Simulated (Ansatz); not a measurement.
# Decaying states in the gap of CaSnCl6

Wanted: the relaxed cell of CaSnCl6, its band edges and its decay constants. It is built by putting Cl for F in the CaSnF6 structure of space group R-3, with the volume rescaled by atomic radii. The parent structure comes from the Materials Project.

Method: PBE DFT, plane waves, PAW files, in the first sound run; inputs show where later runs differ, in Ansatz 0.2.0.

The structure was built from a prototype and need not be the compound's stable phase.

**1. Set-up**

Symmetry: R-3, No. 148, trigonal system. Conventional cell: a = 6.907 Å, b = 6.907 Å, c = 17.451 Å, α = 90.00°, β = 90.00°, γ = 120.00°. Nearest to Ca lie 6 Cl at 2.68 Å. Nearest to Sn lie 6 Cl at 2.35 Å. Nearest to Cl lie 1 Sn at 2.35 Å and 1 Ca at 2.68 Å. It derives from CaSnF6. Cl for F in the CaSnF6 structure of space group R-3. Farther neighbours and most contacts between anions are not listed.

**2. Cell and atoms at rest**

The substituted atoms don't fit the parent's cell, so cell and atoms relax together. A small smearing keeps the run stable in case the gap closes on the way.

Contents of input.yaml:

```yaml
crystal:
  lattice:
    - [3.4536745541, 1.9939799335, 5.8171382344]
    - [-3.4536745541, 1.9939799335, 5.8171382344]
    - [0.0, -3.9879598671, 5.8171382344]
  atoms:
    - { symbol: Ca, position: [0.0, 0.0, 0.0] }
    - { symbol: Sn, position: [0.5, 0.5, 0.5] }
    - { symbol: Cl, position: [0.66130815, 0.26766958, 0.80462878] }
    - { symbol: Cl, position: [0.80462878, 0.66130815, 0.26766958] }
    - { symbol: Cl, position: [0.73233042, 0.19537122, 0.33869185] }
    - { symbol: Cl, position: [0.19537122, 0.33869185, 0.73233042] }
    - { symbol: Cl, position: [0.33869185, 0.73233042, 0.19537122] }
    - { symbol: Cl, position: [0.26766958, 0.80462878, 0.66130815] }
kpoints:
  mp_grid: { grid: [4, 4, 4] }
scf:
  occupations: { method: gaussian, width: 0.03 }
hamiltonian:
  xc: pbe
output:
  forces: true
  stress: true
relax:
  f_tol: 0.02
  max_steps: 60
  cell: {}
```

The run is started by

```sh
ansatz run input.yaml --threads 2 --pin off --max-ram 4096MiB --backend cpu --events-out ev --progress --plain --runs-dir out
```

Numbers of over 12 decimals in the logs are rounded to 6 here.

Log:

```text
Engine: ansatz 0.2.0, aarch64-unknown-linux-gnu
Pseudopotentials: kind: paw
Pseudopotential: Ca, paw, valence charge 10, recommended cutoff 420 eV (normal), Ca.paw.azcp
Pseudopotential: Sn, paw, valence charge 14, recommended cutoff 420 eV (normal), Sn.paw.azcp
Pseudopotential: Cl, paw, valence charge 7, recommended cutoff 420 eV (normal), Cl.paw.azcp
Functional definition: PBE
  parameter kappa = 0.804
  parameter beta = 0.066725
  exchange = pbe_x(kappa = kappa, mu = beta*pi^2/3)
  correlation = pbe_c(beta = beta)
Crystal: 8 atoms, lattice volume = 240.360 Å³
Basis set: ecut = 420 eV, 4723 PW (Γ), exchange–correlation on 96×96×96 points (8 copies of the dense FFT grid, shifted against one another)
Bands: 41, of which v1, the nominal top of the filled ones, is band 33 counted from 1 (32 counted from 0)
Symmetry: 6 space group operations
Space group: R-3 (ITA 148), of the structure as read, at distance tolerance 6.2e-5 Å
k-points: 14 of 64
Non-local potential: Ca, projectors of the file, l = 0: 3, l = 1: 2, l = 2: 2
Non-local potential: Sn, projectors of the file, l = 0: 2, l = 1: 2, l = 2: 2, l = 3: 2
Non-local potential: Cl, projectors of the file, l = 0: 2, l = 1: 2, l = 2: 2
PAW form: soft (Blöchl's): semilocal exchange-correlation on the pseudo side does not see the compensation charge
PAW one-centre angular grid: Ca, 110 points (default); XC on 64 Gauss nodes
PAW one-centre angular grid: Sn, 590 points (default); XC on 64 Gauss nodes
PAW one-centre angular grid: Cl, 110 points (default); XC on 64 Gauss nodes
Initial density: superposition of atomic densities (neutral atoms: chi_scale 0, normalization atom), corrected by the library's trained network
Initial wavefunctions: pseudopotential atomic-orbital guess
Functional: x = pbe(κ = 0.804, μ = 0.219515), c = pbe(β = 0.066725)
SCF iter   1: F=—  HF=-14328.654620 eV  |F-HF|=—  |Δ(HF+E_count)|=         —  Δρ=1.11e-3  dr2=1.19e-2  ethr=1.77e-3  ⟨swp⟩=9.8  Hψ=3228  notcnv=0  defer=5
preconditioner: auto → Resta (q_TF=auto, 2.200 Å⁻¹)  ε∞=2.7  [insulator: Δε(μ)=3.053 eV  Ē_g=14.902 eV  σ=0.030 eV  W_gap=1.00  n_scr=52 (ndim 8)  ℏωp=19.2 eV  f_vac=0.204  D(μ)=0.00/eV (n_scr^D=0)  ε∞_Penn≈2.7]
SCF iter   2: F=—  HF=-14328.652974 eV  |F-HF|=—  |Δ(HF+E_count)|=   1.65e-3  Δρ=5.63e-4  dr2=4.79e-4  ethr=1.81e-5  ⟨swp⟩=3.1  Hψ=1266  notcnv=0  defer=35
SCF iter   3: F=—  HF=-14328.652740 eV  |F-HF|=—  |Δ(HF+E_count)|=   2.33e-4  Δρ=2.74e-4  dr2=1.28e-4  ethr=7.26e-7  ⟨swp⟩=2.6  Hψ=956  notcnv=0  defer=35
SCF iter   4: F=—  HF=-14328.652721 eV  |F-HF|=—  |Δ(HF+E_count)|=   2.00e-5  Δρ=3.21e-5  dr2=4.09e-6  ethr=1.93e-7  ⟨swp⟩=2.9  Hψ=1120  notcnv=0  defer=35
SCF iter   5: F=—  HF=-14328.652574 eV  |F-HF|=—  |Δ(HF+E_count)|=   1.47e-4  Δρ=8.49e-6  dr2=3.97e-7  ethr=6.20e-9  ⟨swp⟩=2.5  Hψ=860  notcnv=0  defer=35
SCF iter   6: F=-14328.652574 eV  HF=-14328.652574 eV  |F-HF|=6.26e-9  |Δ(HF+E_count)|=   3.66e-8  Δρ=2.93e-6  dr2=2.23e-8  ethr=1.52e-10  ⟨swp⟩=5.0  Hψ=2072  notcnv=0
SCF 1 converged in 6 iterations: F = -14328.652574 eV  dr2 = 2.23e-8
  greatest PAW one-centre occupation: 0.995 electrons in one spin orbital (limit 2), on the Ca atom at site 0 (counted from 0), in its partial waves of l = 0
relax step   1: F+E_penalty+E_count = -14328.65257359 eV  Δ(F+E_penalty+E_count) = +0.000e0 eV  max|allowed force component| = 1.079e0 eV/Å  Δτ_max = 0.0000 Å  P = +5.770 GPa  Ω = 240.360 Å³  (6 SCF iters, dr2 threshold 1.00e-7 eV, accepted)
Crystal: 8 atoms, lattice volume = 262.083 Å³
Basis set: ecut = 420 eV, 5089 PW (Γ), exchange–correlation on 96×96×96 points (8 copies of the dense FFT grid, shifted against one another)
Initial density: handed on by an earlier stage of this run
Initial wavefunctions: those handed on with the density
iter 1 solved again at ethr=1.65e-4 eV; its pass at ethr=3.10e-3 eV (dr2=1.09e-1 eV) is discarded
SCF iter   1: F=—  HF=-14329.331850 eV  |F-HF|=—  |Δ(HF+E_count)|=         —  Δρ=6.53e-3  dr2=1.06e-1  ethr=1.65e-4  ⟨swp⟩=2.4  Hψ=3222  notcnv=0
preconditioner: auto → Resta (q_TF=auto, 2.168 Å⁻¹)  ε∞=2.6  [insulator: Δε(μ)=2.312 eV  Ē_g=14.416 eV  σ=0.030 eV  W_gap=1.00  n_scr=58 (ndim 8)  ℏωp=18.3 eV  f_vac=0.220  D(μ)=0.00/eV (n_scr^D=0)  ε∞_Penn≈2.6]
SCF iter   2: F=—  HF=-14329.302877 eV  |F-HF|=—  |Δ(HF+E_count)|=   2.90e-2  Δρ=3.25e-3  dr2=2.93e-2  ethr=1.60e-4  ⟨swp⟩=4.1  Hψ=1140  notcnv=0  defer=1
SCF iter   3: F=—  HF=-14329.293830 eV  |F-HF|=—  |Δ(HF+E_count)|=   9.05e-3  Δρ=4.24e-4  dr2=8.23e-4  ethr=4.43e-5  ⟨swp⟩=4.3  Hψ=1221  notcnv=0  defer=4
SCF iter   4: F=—  HF=-14329.293775 eV  |F-HF|=—  |Δ(HF+E_count)|=   5.55e-5  Δρ=1.40e-4  dr2=1.05e-4  ethr=1.25e-6  ⟨swp⟩=2.1  Hψ=914  notcnv=0  defer=4
SCF iter   5: F=—  HF=-14329.293624 eV  |F-HF|=—  |Δ(HF+E_count)|=   1.50e-4  Δρ=5.06e-5  dr2=1.25e-5  ethr=1.59e-7  ⟨swp⟩=2.0  Hψ=1018  notcnv=0  defer=4
SCF iter   6: F=—  HF=-14329.293626 eV  |F-HF|=—  |Δ(HF+E_count)|=   1.10e-6  Δρ=1.40e-5  dr2=9.52e-7  ethr=1.89e-8  ⟨swp⟩=2.0  Hψ=796  notcnv=0  defer=4
SCF iter   7: F=-14329.293626 eV  HF=-14329.293626 eV  |F-HF|=1.90e-8  |Δ(HF+E_count)|=   1.04e-7  Δρ=4.46e-6  dr2=6.98e-8  ethr=1.21e-9  ⟨swp⟩=4.7  Hψ=1853  notcnv=0
SCF 2 converged in 7 iterations: F = -14329.293626 eV  dr2 = 6.98e-8
relax step   2: F+E_penalty+E_count = -14329.29362564 eV  Δ(F+E_penalty+E_count) = -6.411e-1 eV  max|allowed force component| = 1.607e-1 eV/Å  Δτ_max = 0.1316 Å  P = -0.334 GPa  Ω = 262.083 Å³  energy of the carried Pulay correction = -3.352e-3 eV  (7 SCF iters, dr2 threshold 8.00e-7 eV, accepted)
Crystal: 8 atoms, lattice volume = 255.167 Å³
Basis set: ecut = 420 eV, 4981 PW (Γ), exchange–correlation on 96×96×96 points (8 copies of the dense FFT grid, shifted against one another)
iter 1 solved again at ethr=1.31e-4 eV; its pass at ethr=3.10e-3 eV (dr2=8.65e-2 eV) is discarded
SCF iter   1: F=—  HF=-14329.434140 eV  |F-HF|=—  |Δ(HF+E_count)|=         —  Δρ=8.36e-3  dr2=8.69e-2  ethr=1.31e-4  ⟨swp⟩=2.6  Hψ=3221  notcnv=0
preconditioner: auto → Resta (q_TF=auto, 2.178 Å⁻¹)  ε∞=3.5  [insulator: Δε(μ)=2.336 eV  Ē_g=10.191 eV  σ=0.030 eV  W_gap=1.00  n_scr=58 (ndim 8)  ℏωp=16.1 eV  f_vac=0.167  D(μ)=0.00/eV (n_scr^D=0)  ε∞_Penn≈3.5]
SCF iter   2: F=—  HF=-14329.418522 eV  |F-HF|=—  |Δ(HF+E_count)|=   1.56e-2  Δρ=4.08e-3  dr2=1.91e-2  ethr=1.31e-4  ⟨swp⟩=3.0  Hψ=935  notcnv=0
SCF iter   3: F=—  HF=-14329.417739 eV  |F-HF|=—  |Δ(HF+E_count)|=   7.83e-4  Δρ=5.87e-4  dr2=6.94e-4  ethr=2.89e-5  ⟨swp⟩=2.1  Hψ=894  notcnv=0
SCF iter   4: F=—  HF=-14329.417986 eV  |F-HF|=—  |Δ(HF+E_count)|=   2.47e-4  Δρ=1.41e-4  dr2=5.74e-5  ethr=1.05e-6  ⟨swp⟩=3.0  Hψ=1167  notcnv=0
SCF iter   5: F=—  HF=-14329.418020 eV  |F-HF|=—  |Δ(HF+E_count)|=   3.41e-5  Δρ=4.05e-5  dr2=5.91e-6  ethr=8.70e-8  ⟨swp⟩=2.0  Hψ=1020  notcnv=0
SCF iter   6: F=-14329.418027 eV  HF=-14329.418027 eV  |F-HF|=4.45e-7  |Δ(HF+E_count)|=   6.07e-6  Δρ=8.42e-6  dr2=1.75e-7  ethr=1.21e-9  ⟨swp⟩=5.0  Hψ=2124  notcnv=0
SCF 3 converged in 6 iterations: F = -14329.418027 eV  dr2 = 1.75e-7
relax step   3: F+E_penalty+E_count = -14329.41802700 eV  Δ(F+E_penalty+E_count) = -1.244e-1 eV  max|allowed force component| = 7.320e-2 eV/Å  Δτ_max = 0.1949 Å  P = -1.037 GPa  Ω = 255.167 Å³  energy of the carried Pulay correction = -2.317e-3 eV  (6 SCF iters, dr2 threshold 8.00e-7 eV, accepted)
[...]
relax step   4: F+E_penalty+E_count = -14329.49236716 eV  Δ(F+E_penalty+E_count) = -7.434e-2 eV  max|allowed force component| = 4.814e-2 eV/Å  Δτ_max = 0.0970 Å  P = -0.705 GPa  Ω = 244.643 Å³  energy of the carried Pulay correction = -6.846e-4 eV  (6 SCF iters, dr2 threshold 8.00e-7 eV, accepted)
[...]
relax step   5: F+E_penalty+E_count = -14329.54391527 eV  Δ(F+E_penalty+E_count) = -5.155e-2 eV  max|allowed force component| = 2.129e-2 eV/Å  Δτ_max = 0.0993 Å  P = -0.419 GPa  Ω = 234.765 Å³  energy of the carried Pulay correction = +9.131e-4 eV  (6 SCF iters, dr2 threshold 8.00e-7 eV, accepted)
[...]
relax step   6: F+E_penalty+E_count = -14329.56308874 eV  Δ(F+E_penalty+E_count) = -1.917e-2 eV  max|allowed force component| = 1.930e-2 eV/Å  Δτ_max = 0.0853 Å  P = +0.098 GPa  Ω = 224.464 Å³  energy of the carried Pulay correction = +2.652e-3 eV  (6 SCF iters, dr2 threshold 4.61e-7 eV, accepted)
[...]
relax step   7: F+E_penalty+E_count = -14329.56442232 eV  Δ(F+E_penalty+E_count) = -1.334e-3 eV  max|allowed force component| = 4.002e-3 eV/Å  Δτ_max = 0.0152 Å  P = -0.010 GPa  Ω = 225.060 Å³  energy of the carried Pulay correction = +2.549e-3 eV  (5 SCF iters, dr2 threshold 8.43e-8 eV, accepted)
Initial wavefunctions: pseudopotential atomic-orbital guess (no wavefunctions were taken with the density)
iter 1 solved again at ethr=1.64e-6 eV; its pass at ethr=3.10e-3 eV (dr2=1.08e-3 eV) is discarded
SCF iter   1: F=—  HF=-14329.563321 eV  |F-HF|=—  |Δ(HF+E_count)|=         —  Δρ=5.14e-5  dr2=7.97e-7  ethr=1.64e-6  ⟨swp⟩=3.3  Hψ=4751  notcnv=0
eigensolver tolerance schedule: the retry pair's looser diagonalisation over-reported the residual by 1356.05 of it (diagonalisation noise at 2.53 of the residual, at the tolerance the schedule requests for it); recorded, not acted on — ethr = c·dr2/N_el stays at c = 1.0e-1
preconditioner: auto → Resta (q_TF=auto, 2.224 Å⁻¹)  ε∞=3.7  [insulator: Δε(μ)=2.622 eV  Ē_g=10.426 eV  σ=0.030 eV  W_gap=1.00  n_scr=46 (ndim 8)  ℏωp=17.1 eV  f_vac=0.069  D(μ)=0.00/eV (n_scr^D=0)  ε∞_Penn≈3.7]
SCF iter   2: F=—  HF=-14329.563207 eV  |F-HF|=—  |Δ(HF+E_count)|=   1.15e-4  Δρ=2.63e-5  dr2=2.23e-7  ethr=1.21e-9  ⟨swp⟩=2.9  Hψ=1091  notcnv=0
SCF iter   3: F=—  HF=-14329.563208 eV  |F-HF|=—  |Δ(HF+E_count)|=   1.61e-6  Δρ=3.91e-6  dr2=1.03e-8  ethr=3.38e-10  ⟨swp⟩=2.1  Hψ=999  notcnv=0
SCF iter   4: F=—  HF=-14329.563208 eV  |F-HF|=—  |Δ(HF+E_count)|=   3.08e-8  Δρ=6.02e-7  dr2=7.86e-10  ethr=1.56e-11  ⟨swp⟩=2.0  Hψ=910  notcnv=0
SCF iter   5: F=—  HF=-14329.563208 eV  |F-HF|=—  |Δ(HF+E_count)|=   1.15e-9  Δρ=1.78e-7  dr2=1.32e-10  ethr=1.00e-12  ⟨swp⟩=5.0  Hψ=2233  notcnv=0
SCF iter   6: F=-14329.563208 eV  HF=-14329.563208 eV  |F-HF|=2.00e-11  |Δ(HF+E_count)|=  2.86e-10  Δρ=4.34e-8  dr2=9.38e-12  ethr=1.00e-12  ⟨swp⟩=4.0  Hψ=1806  notcnv=0
SCF 8 converged in 6 iterations: F = -14329.563208 eV  dr2 = 9.38e-12
relax step   8: F+E_penalty+E_count = -14329.56320829 eV  Δ(F+E_penalty+E_count) = +1.214e-3 eV  max|allowed force component| = 4.326e-3 eV/Å  Δτ_max = 0.0000 Å  P = -0.021 GPa  Ω = 225.060 Å³  stress off target by 2.31e-2 GPa  SCF on the basis re-selected at this cell (its energy is not comparable with the rows above)  (6 SCF iters)
basis re-selected at this cell: Δ(F+E_penalty+E_count) = +1.214e-3 eV, ΔP = -0.011 GPa vs the last step (what re-selecting the basis moved, of the pressure what is left beyond the Pulay correction that the steps carried, after the strain that the cell walked since its last selection, with what the two solves' SCF thresholds leave and, on support functions, any second-order correction that the steps lacked; it is no m [...]
SCF converged after 6 iterations
Free energy (F): -14329.563208 eV
Harris-Foulkes:  -14329.563208 eV  (|F-HF|=2.00e-11)
Internal energy: -14329.563208 eV  (E = F + TS)
E sigma→0 (E₀):  -14329.563208 eV
Fermi energy:    2.879996 eV
--- Per-component energies (eV) ---
  E_band       = -508.858308
  E_kinetic    = 1428.757066
  E_local      = -4025.411174  (includes V_loc(G=0)·N_el)
  E_nonlocal   = 204.169633
  E_hartree    = 1645.873370
  E_xc         = -1158.711713
  E_vxc        = -994.878414  (∫ρ·V_xc dr)
  E_paw        = -8958.272852  (= ΣΔE_a)
  E_vpaw       = -413.242758  (= ΣTr[D̂ρ^β])
  E_aug_tail   = 0.000535  (compensation charges beyond the density's cutoff)
  E_ewald      = -3465.968074
  E_smearing   = -0.000000  (= −TS)
  E_closure    = 0.000000  (closes the sum)
  Σ components = -14329.563208   (vs F -14329.563208, Δ=0.00e0)
--- Forces (eV/Å), atoms counted from 1 ---
  atom   1  Ca     0.00000000     0.00000000    -0.00000000
  atom   2  Sn     0.00000000     0.00000000     0.00000000
  atom   3  Cl    -0.00198182     0.00012571     0.00432622
  atom   4  Cl     0.00088204    -0.00177916     0.00432622
  atom   5  Cl    -0.00109978    -0.00165345    -0.00432622
  atom   6  Cl    -0.00088204     0.00177916    -0.00432622
  atom   7  Cl     0.00198182    -0.00012571    -0.00432622
  atom   8  Cl     0.00109978     0.00165345     0.00432622
  max |Σ_I F_I| component: 2.39e-18 eV/Å
--- Stress (GPa, compression-positive) ---
       -0.020196      -0.000000      -0.000000
        0.000000      -0.020196       0.000000
       -0.000000       0.000000      -0.023145
  P = ⅓ Tr σ = -0.0212 GPa (-0.212 kbar)
--- Relaxed structure (7 steps of the walk, 7 accepted, 1 SCFs on fresh bases) ---
  F+E_penalty+E_count = -14329.56320829 eV   max|allowed force component| = 4.326e-3 eV/Å   (the final SCF, on the basis selected at the relaxed cell)
  cell:  # Å, volume = 225.0603 Å³
    - [3.294251, 1.901937, 5.986803]
    - [-3.294251, 1.901937, 5.986803]
    - [4.707711524129417e-18, -3.803873, 5.986803]
  atoms:
    - { symbol: Ca, position: [6.987925263505725e-19, 0, -5.754910689676126e-19] }
    - { symbol: Sn, position: [0.5, 0.5, 0.5] }
    - { symbol: Cl, position: [0.574023, 0.272876, 0.890308] }
    - { symbol: Cl, position: [0.890308, 0.574023, 0.272876] }
    - { symbol: Cl, position: [0.727124, 0.109692, 0.425977] }
    - { symbol: Cl, position: [0.109692, 0.425977, 0.727124] }
    - { symbol: Cl, position: [0.425977, 0.727124, 0.109692] }
    - { symbol: Cl, position: [0.272876, 0.890308, 0.574023] }
```

The job ended after 29 s (2 threads of Arm Neoverse V1, shared host; peak memory 0.56 GiB).

Step by step:

```csv
step,energy less that of the first step (eV),largest force component (eV/Å),pressure (GPa),volume (Å³)
1,0.0000,1.0793,5.77,240.36
2,-0.6411,0.1607,-0.33,262.08
3,-0.7655,0.0732,-1.04,255.17
4,-0.8398,0.0481,-0.71,244.64
5,-0.8913,0.0213,-0.42,234.77
6,-0.9105,0.0193,0.10,224.46
7,-0.9118,0.0040,-0.01,225.06
8*,-0.9106,0.0043,-0.02,225.06
```

Relaxation steps marked * repeat the geometry before them on a plane-wave basis chosen anew for their cell, so energy and pressure can jump there.

Forces are held to the 6 operations that the run works with; a distortion that breaks them can't arise in this run.

| conventional cell, symmetrised | before | after | change |
| --- | --- | --- | --- |
| a (Å) | 6.907 | 6.589 | -4.6 % |
| b (Å) | 6.907 | 6.589 | -4.6 % |
| c (Å) | 17.451 | 17.960 | +2.9 % |
| volume (Å³/atom) | 30.05 | 28.13 | -6.4 % |

The atoms that moved most (Å, as changes of fractional coordinates times the final cell):

```
atom      dx      dy      dz  length
 Cl7   0.305   0.482  -0.022   0.571
 Cl5   0.265  -0.505  -0.022   0.571
 Cl3  -0.305  -0.482   0.022   0.571
 Cl8  -0.265   0.505   0.022   0.571
 Cl4   0.570  -0.023   0.022   0.571
 Cl6  -0.570   0.023  -0.022   0.571
```

This step gave:

```yaml
free_energy: -14329.5632 eV
fermi_energy: 2.880 eV
pressure: -0.02118 GPa
```

The largest force component on a free atom ends at 0.0043 eV/Å.

**3. The bulk crystal and its band edges**

The energy window and the wavevectors of the next steps follow from the band edges, so these are searched first, off the mesh as well.

Contents of input.yaml:

```yaml
crystal:
  lattice:
    - [3.2942508208, 1.9019365981, 5.9868030553]
    - [-3.2942508208, 1.9019365981, 5.9868030553]
    - [0.0, -3.8038731963, 5.9868030553]
  atoms:
    - { symbol: Ca, position: [0.0, 0.0, 0.0] }
    - { symbol: Sn, position: [0.5, 0.5, 0.5] }
    - { symbol: Cl, position: [0.574022864, 0.2728763663, 0.890308319] }
    - { symbol: Cl, position: [0.890308319, 0.574022864, 0.2728763663] }
    - { symbol: Cl, position: [0.7271236337, 0.109691681, 0.425977136] }
    - { symbol: Cl, position: [0.109691681, 0.425977136, 0.7271236337] }
    - { symbol: Cl, position: [0.425977136, 0.7271236337, 0.109691681] }
    - { symbol: Cl, position: [0.2728763663, 0.890308319, 0.574022864] }
kpoints:
  mp_grid: { grid: [4, 4, 4] }
  band_path: { path: [VBM, CBM], npoints: 30 }
scf:
  occupations: { method: fixed }
hamiltonian:
  xc: pbe
output:
  eigenvalues: true
  write_potential: true
  write_density: true
  volumetric_format: npy
```

Log:

```text
[...]
Crystal: 8 atoms, lattice volume = 225.060 Å³
Basis set: ecut = 420 eV, 4341 PW (Γ)
Bands: 41, of which v1, the nominal top of the filled ones, is band 33 counted from 1 (32 counted from 0)
Symmetry: 6 space group operations
[...]
k-points: 14 of 64
[...]
SCF iter   1: F=—  HF=-14329.562206 eV  |F-HF|=—  |Δ(HF+E_count)|=         —  Δρ=1.02e-3  dr2=3.81e-3  ethr=1.77e-3  ⟨swp⟩=8.0  Hψ=2411  notcnv=0  defer=59
[...]
SCF iter   6: F=-14329.563219 eV  HF=-14329.563219 eV  |F-HF|=2.43e-8  |Δ(HF+E_count)|=   6.36e-7  Δρ=2.12e-6  dr2=1.35e-8  ethr=1.52e-10  ⟨swp⟩=15.9  Hψ=3356  notcnv=0
SCF 1 converged in 6 iterations: F = -14329.563219 eV  dr2 = 1.35e-8
[...]
NSCF: frozen V_eff on 40 k-points
[...]
SCF converged after 6 iterations
Free energy (F): -14329.563219 eV
[...]
Internal energy: -14329.563219 eV  (E = F + TS)
E sigma→0 (E₀):  -14329.563219 eV
Fermi energy:    1.568801 eV
[...]
--- Band table (eV; the first three rows and the last of 14) ---
  k-point 0: bands = [... 29 lower, 1.4221, 1.4597, 1.4597, 1.5267, 4.1908, 7.7917, 7.7917, 7.8228, ... 4 higher]
  k-point 1: bands = [... 29 lower, 1.2229, 1.4327, 1.4605, 1.5546, 4.3766, 7.3977, 7.5600, 7.6594, ... 4 higher]
  k-point 2: bands = [... 29 lower, 1.3238, 1.3748, 1.3911, 1.5688, 4.4554, 7.1450, 7.3390, 7.4380, ... 4 higher]
  k-point 13: bands = [... 29 lower, 1.2893, 1.2893, 1.5069, 1.5069, 4.5412, 7.3607, 7.3607, 7.5917, ... 4 higher]
```

The job ended after 32 s (2 threads; peak memory 0.5 GiB; 63 s of CPU time).

The column dr2 measures how far the density is from self-consistency, as an energy; F and HF (Harris–Foulkes) agree once it is small.

Numbers from this step:

| Property | Result |
| --- | --- |
| Fermi energy | 1.569 eV |
| gap on the k-mesh | 2.622 eV |
| gap on path | 2.622 eV, by band count; negative where bands overlap |
| direct gap on path | 2.664 eV |
| edge places on path | 0, 0.5777 1/A along the path |

Electronic bands along the path, in eV, zero at the Fermi level (highest filled level under fixed occupations); v1 is the highest filled band, c1 the lowest empty one:

```
  point     v4     v3     v2     v1    c1    c2    c3    c4
    VBM  -0.24  -0.19  -0.18   0.00  2.89  5.58  5.77  5.87
halfway  -0.35  -0.14  -0.11  -0.01  2.81  5.83  5.99  6.09
    CBM  -0.15  -0.11  -0.11  -0.04  2.62  6.22  6.22  6.25
```

The searched edges give 2.62 eV, as on the mesh.

(Part 1 of 2 ends here.)

[Logs are printed without paths, hosts, clocks, repeated set-up lines and the standing remarks that a program may print on its own settings, such as how far it seeks lower states.]

[Hosts, paths, dates, database ids (printed as entryN), source tags and the programs' standing remarks are cut or masked in the printed files.]
